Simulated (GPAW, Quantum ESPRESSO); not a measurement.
# ZrS (Fm-3m): the S K absorption edge, part 2 of 5

Do two independent programs agree on the S K edge of ZrS (Fm-3m)? The same cell and functional are run with XSpectra and with GPAW.

Quantum ESPRESSO 7.5 and GPAW 26.7.0; core-hole supercells, plane-wave PAW LDA.

So far. Step 2 (The field without a hole (Quantum ESPRESSO)): The mesh shows no gap, so the system is treated as a metal and the core electron is put at the Fermi level (neutral cell). Step 3 (Spectrum without a core hole, S atom 2 (Quantum …): Main maxima below 24 eV (height): 1.7 eV (1.15), 5.5 eV (1.31), 7.6 eV (1.86), 9.0 eV (1.62), 12.7 eV (1.11) and 18.0 eV (1.08).

The database entry behind the starting cell differs from later determinations by our own check (an axis about 1.9 % long against later determinations), so it need not match the best structure at ambient conditions.

**6. The atom with a core hole (Quantum ESPRESSO)**

Level of this step: all-electron atom with a core hole and its PAW potential, LDA, scalar-relativistic (Quantum ESPRESSO).

The final state has one core electron fewer, so a PAW data set is made for an atom with that hole.

File S.lda-nl-kjpaw-1sch.ld1.in:

```
&input
   title='S', zed=16., rel=1, iswitch=3, dft='PZ',
   config='1s1 2s2 2p6 3s2 3p5 3d-1'
/
&inputp
   file_pseudopw='S.lda-nl-kjpaw-1sch.UPF', author='',
   lpaw=.true.,
   pseudotype=3,
   lloc=2,
   which_augfun='PSQ',
   rmatch_augfun_nc=.true.,
   nlcc=.true.,
   new_core_ps=.true.,
   rcore=1.5,
   tm=.true.,
   zval=7,
   lgipaw_reconstruction=.true., use_paw_as_gipaw=.true.
/
5
3S  1  0  2.00  0.00  1.50  1.70  0.0
3S  1  0  0.00  6.00  1.50  1.70  0.0
3P  2  1  5.00  0.00  1.50  1.70  0.0
3P  2  1  0.00  3.00  1.50  1.70  0.0
3D  3  2  0.00  1.50  1.60  1.60  0.0
```

Run with:

```console
> ld1.x < S.lda-nl-kjpaw-1sch.ld1.in > S.lda-nl-kjpaw-1sch.ld1.out
```

The program printed:

```text
     [... banner and references ...]
PAW data will be used for GIPAW calculation
     --------------------------- All-electron run ----------------------------

     S
     scalar relativistic calculation

     atomic number is 16.00
     dft =PZ   lsd =0 sic =0 latt =0  beta=0.20 tr2=1.0E-14
     Exchange-correlation= PZ
                           (   1   1   0   0   0   0   0)
     mesh =1151 r(mesh) =  99.72449 a.u. xmin = -7.00 dx = 0.01250
     1 Ry =  13.60569312 eV, c = 137.03599908

     n l     nl                  e(Ry)          e(Ha)          e(eV)
     1 0     1S 1( 1.00)      -188.2481       -94.1240     -2561.2453
     2 0     2S 1( 2.00)       -17.7543        -8.8771      -241.5591
     2 1     2P 1( 6.00)       -14.1126        -7.0563      -192.0117
[...]
final scf error:  5.9E-15 reached in  31 iterations

     Etot =    -614.015646 Ry,    -307.007823 Ha,   -8354.108453 eV

     Ekin =     615.127413 Ry,     307.563707 Ha,    8369.234816 eV
     Encl =   -1500.848416 Ry,    -750.424208 Ha,  -20420.082973 eV
     Eh   =     312.508739 Ry,     156.254369 Ha,    4251.897998 eV
     Exc  =     -40.803382 Ry,     -20.401691 Ha,    -555.158293 eV

     normalization and overlap integrals

     s(1S/1S) =  1.000000  <r> =   0.0954  <r2> =    0.0122  r(max) =   0.0625
     s(1S/2S) = -0.001135
     s(1S/3S) = -0.000363
     s(2S/2S) =  1.000000  <r> =   0.4577  <r2> =    0.2488  r(max) =   0.3734
     s(2S/3S) = -0.000195
     s(2P/2P) =  1.000000  <r> =   0.4094  <r2> =    0.2087  r(max) =   0.3019
     s(2P/3P) = -0.000144
     s(3S/3S) =  1.000000  <r> =   1.5705  <r2> =    2.8774  r(max) =   1.3033
     s(3P/3P) =  1.000000  <r> =   1.8394  <r2> =    4.0846  r(max) =   1.4225

[...]
final scf error:  5.9E-15 reached in  31 iterations

     Etot =    -614.015646 Ry,    -307.007823 Ha,   -8354.108453 eV

     Ekin =     615.127413 Ry,     307.563707 Ha,    8369.234816 eV
     Encl =   -1500.848416 Ry,    -750.424208 Ha,  -20420.082973 eV
     Eh   =     312.508739 Ry,     156.254369 Ha,    4251.897998 eV
     Exc  =     -40.803382 Ry,     -20.401691 Ha,    -555.158293 eV

     normalization and overlap integrals

     s(1S/1S) =  1.000000  <r> =   0.0954  <r2> =    0.0122  r(max) =   0.0625
     s(1S/2S) = -0.001135
     s(1S/3S) = -0.000363
     s(2S/2S) =  1.000000  <r> =   0.4577  <r2> =    0.2488  r(max) =   0.3734
     s(2S/3S) = -0.000195
     s(2P/2P) =  1.000000  <r> =   0.4094  <r2> =    0.2087  r(max) =   0.3019
     s(2P/3P) = -0.000144
     s(3S/3S) =  1.000000  <r> =   1.5705  <r2> =    2.8774  r(max) =   1.3033
     s(3P/3P) =  1.000000  <r> =   1.8394  <r2> =    4.0846  r(max) =   1.4225

     ------------------------ End of All-electron run ------------------------

     ---------------------- Testing the pseudopotential ----------------------

     S
     scalar relativistic calculation

     atomic number is 16.00   valence charge is  7.00
     dft = SLA  PZ   NOGX NOGC   lsd =0 sic =0 latt =0  beta=0.20 tr2=1.0E-14
     mesh =1151 r(mesh) =  99.72449 xmin = -7.00 dx = 0.01250

     n l     nl             e AE (Ry)        e PS (Ry)    De AE-PS (Ry)
     1 0     3S   1( 2.00)       -1.45077       -1.45078        0.00000
     2 1     3P   1( 5.00)       -0.64806       -0.64807        0.00000

     eps = 1.5E-17  iter =  4

     Etot =    -614.015646 Ry,    -307.007823 Ha,   -8354.108453 eV
     Etotps =   -63.747696 Ry,     -31.873848 Ha,    -867.331583 eV

     Ekin =      38.094790 Ry,      19.047395 Ha,     518.306018 eV
     Encl =     -86.334792 Ry,     -43.167396 Ha,   -1174.644681 eV
     Ehrt =      25.295685 Ry,      12.647842 Ha,     344.165322 eV
     Ecxc =     -40.803378 Ry,     -20.401689 Ha,    -555.158243 eV
     (Ecc =      -0.176558 Ry,      -0.088279 Ha,      -2.402190 eV)

     ---------------------- End of pseudopotential test ----------------------
```

Elapsed: 0.71 s, on 1 MPI rank of Arm Neoverse V1, shared host; peak memory 0.12 GiB.

Removing the core electron and adding it to the valence shell costs the free atom 2471.4 eV.

**7. Supercell with XCH, S atom 2 (Quantum ESPRESSO)**

The holes are 6.4 Å apart. The excited electron is kept in the cell, where it fills the lowest empty states and screens the hole.

File scf.in:

```
&control
   calculation='scf', prefix='x', pseudo_dir='../pp', outdir='tmp', tprnfor=.true.
/
&system
   ibrav=0, nat=12, ntyp=3, nbnd=68
   ecutwfc=46, ecutrho=300
   occupations='smearing', smearing='mv', degauss=0.015
/
&electrons
   conv_thr=1.2e-07, electron_maxstep=120
   mixing_beta=0.5
/
ATOMIC_SPECIES
Zr 1.0 Zr.lda-spn-kjpaw.UPF
S0 1.0 S.lda-nl-kjpaw-1sch.UPF
S 1.0 S.lda-nl-kjpaw.UPF
CELL_PARAMETERS angstrom
  2.62500000 5.25000000 2.62500000
  5.25000000 -2.62500000 -2.62500000
  2.62500000 2.62500000 -5.25000000
ATOMIC_POSITIONS crystal
Zr   0.00000000 0.00000000 0.00000000
Zr   0.50000000 0.16666667 0.16666667
Zr   0.00000000 0.33333333 0.33333333
Zr   0.50000000 0.50000000 0.50000000
Zr   0.00000000 0.66666667 0.66666667
Zr   0.50000000 0.83333333 0.83333333
S0   0.75000000 0.25000000 0.75000000
S    0.25000000 0.41666667 0.91666667
S    0.75000000 0.58333333 0.08333333
S    0.25000000 0.75000000 0.25000000
S    0.75000000 0.91666667 0.41666667
S    0.25000000 0.08333333 0.58333333
K_POINTS automatic
4 5 5 0 0 0
```

Run with:

```console
> OMP_NUM_THREADS=1 mpirun --oversubscribe --bind-to none -np 4 pw.x -nk 4 -in scf.in > scf.out
```

The program printed:

```text
     [... banner and references ...]
[banner, memory and clock lines left out]
using ibrav=0 with symmetry is DISCOURAGED, use correct ibrav instead

     G-vector sticks info

     bravais-lattice index     =            0
     lattice parameter (alat)  =      12.1508  a.u.
     unit-cell volume          =    1464.7576 (a.u.)^3
     number of atoms/cell      =           12
     number of atomic types    =            3
     number of electrons       =       109.00
     number of Kohn-Sham states=           68
     kinetic-energy cutoff     =      46.0000  Ry
     charge density cutoff     =     300.0000  Ry
     scf convergence threshold =      1.2E-07
     mixing beta               =       0.5000
     number of iterations used =            8  plain     mixing
     Exchange-correlation= SLA  PZ   NOGX NOGC
                           (   1   1   0   0   0   0   0)

     celldm(1)=  12.150770  celldm(2)=   0.000000  celldm(3)=   0.000000
     celldm(4)=   0.000000  celldm(5)=   0.000000  celldm(6)=   0.000000

     crystal axes: (cart. coord. in units of alat)
               a(1) = (   0.408248   0.816497   0.408248 )
               a(2) = (   0.816497  -0.408248  -0.408248 )
               a(3) = (   0.408248   0.408248  -0.816497 )

     reciprocal axes: (cart. coord. in units 2 pi/alat)
               b(1) = (  0.612372  0.612372  0.612372 )
               b(2) = (  1.020621 -0.612372  0.204124 )
               b(3) = ( -0.204124  0.612372 -1.020621 )

     PseudoPot. #1 for Zr:     Pseudo is Projector augmented-wave + core cor, Zval = 12.0

     ../pp/S.lda-nl-kjpaw-1sch.UPF
     Pseudo is Projector augmented-wave + core cor, Zval =  7.0
[...]
Davidson diagonalization with overlap
     ethr =  2.27E-10,  avg # of iterations =  1.9

     End of self-consistent calculation

          k = 0.0000 0.0000 0.0000 (  7647 PWs)   bands (ev):

   -35.3446 -35.3186 -35.3136 -35.3133 -35.3103 -35.3099 -13.7325 -13.6254
   -13.6246 -13.5909 -13.5832 -13.5747 -13.5496 -13.5280 -13.5077 -13.4571
   -13.4400 -13.4365 -13.4172 -13.3930 -13.3832 -13.3667 -13.3572 -13.3561
[...]
13.0917  13.0930  13.0973  13.7552  13.7613  13.8676  13.9538  14.4805
    14.5292  14.5518  14.6762  15.6608  15.7614  15.7988  15.8058  15.9167
    15.9338  16.0963  16.1592  16.5535

     [... bands of 32 further k-points ...]

     the Fermi energy is    14.4992 ev

!    total energy              =   -2179.86854716 Ry
     total all-electron energy =    -47734.136369 Ry
     estimated scf accuracy    <       0.00000003 Ry
     smearing contrib. (-TS)   =       0.00010250 Ry
     internal energy E=F+TS    =   -2179.86864967 Ry

     The total energy is F=E-TS. E is the sum of the following terms:
     one-electron contribution =     -66.13146110 Ry
     hartree contribution      =      94.99075353 Ry
     xc contribution           =    -139.98297174 Ry
     ewald contribution        =    -602.44170617 Ry
     one-center paw contrib.   =   -1466.30326418 Ry

     convergence has been achieved in  11 iterations

     Forces acting on atoms (cartesian axes, Ry/au):

     atom    1 type  1   force =    -0.00282260    0.02129489   -0.00282260
     atom    2 type  1   force =     0.00111104    0.00185445   -0.02207931
     atom    3 type  1   force =    -0.00111104   -0.00185445    0.02207931
[...]
atom   11 type  3   force =    -0.00022512    0.00000000    0.00022512
     atom   12 type  3   force =    -0.00631326    0.00000000    0.00631326

     Total force =     0.055382     Total SCF correction =     0.000217

     XML data file, charge density, pseudopotentials, collected wavefunctions
```

It took 3.1 min on 4 MPI ranks; peak memory 0.34 GiB; 12 min of CPU time.

Energy with the hole: -649456.011 eV, cores included.

(Continued in part 3 of 5.)

[Banner, clock and machine lines of the logs are left out without a mark of their own.]

[Logs are printed without paths, hosts, clocks, repeated set-up lines and the standing remarks that a program may print on its own settings, such as how far it seeks lower states.]

[Hosts, paths, dates, database ids (printed as entryN), source tags and the programs' standing remarks are cut or masked in the printed files.]

[Lists of maxima count a maximum above −3 eV only where it reaches 4 % of the highest in the window and stands out from its surroundings by 2 % of it (1.5 % where it reaches 55 %); shoulders and weaker maxima are passed over, and of the rest the first, up to two pre-edge ones and the few strongest are named.]
